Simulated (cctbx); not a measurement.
# Resonant diffraction in Zn3B4Pb3O12

Space group P6_3/m (no. 176), a = 9.9560 Å, b = 9.9560 Å, c = 7.0550 Å, α = 90.00°, β = 90.00°, γ = 120.00°.

```
atom  mult.       x       y       z  Ueq (Å²)
 Pb1      6  0.2900  0.1580     3/4    0.0172
 Zn1      6     1/2     1/2       0    0.0182
  O1     12  0.7535  0.6470  0.0882    0.0515
  O2      6  0.5456  0.6567     3/4    0.0265
  O3      6  0.5370  0.3512     3/4    0.0282
  B1      2     2/3     1/3     3/4    0.0495
  B2      6  0.2012  0.3917     3/4    0.0287
```

The model is made up (kin elements in a known structure type, no relaxation), so it says nothing on whether the phase exists.

Calculated with cctbx: free-atom f′ and f″ from the Sasaki tables, no fine structure; amplitudes in electrons.

| E (eV) | F 1 1 0 | F 2 1 0 | F 1 2 0 | F 1 1 2 |
| --- | --- | --- | --- | --- |
| 12435 | 191.1 | 103.9 | 50.6 | 36.2 |
| 12785 | 188.4 | 102.0 | 50.0 | 33.2 |
| 12915 | 186.2 | 100.4 | 49.4 | 30.9 |
| 12975 | 184.0 | 98.8 | 48.8 | 28.7 |
| 13005 | 181.8 | 97.2 | 48.2 | 26.5 |
| 13020 | 179.6 | 95.7 | 47.6 | 24.4 |
| 13027 | 177.7 | 94.3 | 47.0 | 22.5 |
| 13031 | 175.8 | 92.9 | 46.5 | 20.6 |
| 13039 | 175.0 | 92.7 | 46.5 | 22.4 |
| 13043 | 177.9 | 94.8 | 47.3 | 24.8 |
| 13050 | 180.2 | 96.4 | 47.9 | 26.8 |
| 13065 | 182.6 | 98.1 | 48.6 | 28.9 |
| 13095 | 184.9 | 99.8 | 49.3 | 31.0 |
| 13185 | 188.0 | 102.0 | 50.2 | 33.8 |
| 13435 | 191.2 | 104.3 | 51.1 | 36.5 |

**Question.** Which edge is crossed, and why do the reflections move as they do?

The L3 edge of Pb. The edge is at 13035 eV. f′ of Pb falls from -12.2 e at 12915 eV to -18.4 e at 4 eV below it, and f″ steps from 3.94 to 10.12 e across it. Over that approach |F| changes by -6 % (1 1 0), -7 % (2 1 0), -6 % (1 2 0) and -33 % (1 1 2): a reflection falls where Pb scatters in phase with the total and rises where it scatters against it; it hardly moves where the Pb term is small or cancels by symmetry. Above the edge the larger f″ enters the imaginary part, where it can add to or cancel the other atoms' f″. The structure is centrosymmetric, so Friedel mates stay equal.

[Logs are printed without paths, hosts, clocks, repeated set-up lines and the standing remarks that a program may print on its own settings, such as how far it seeks lower states.]
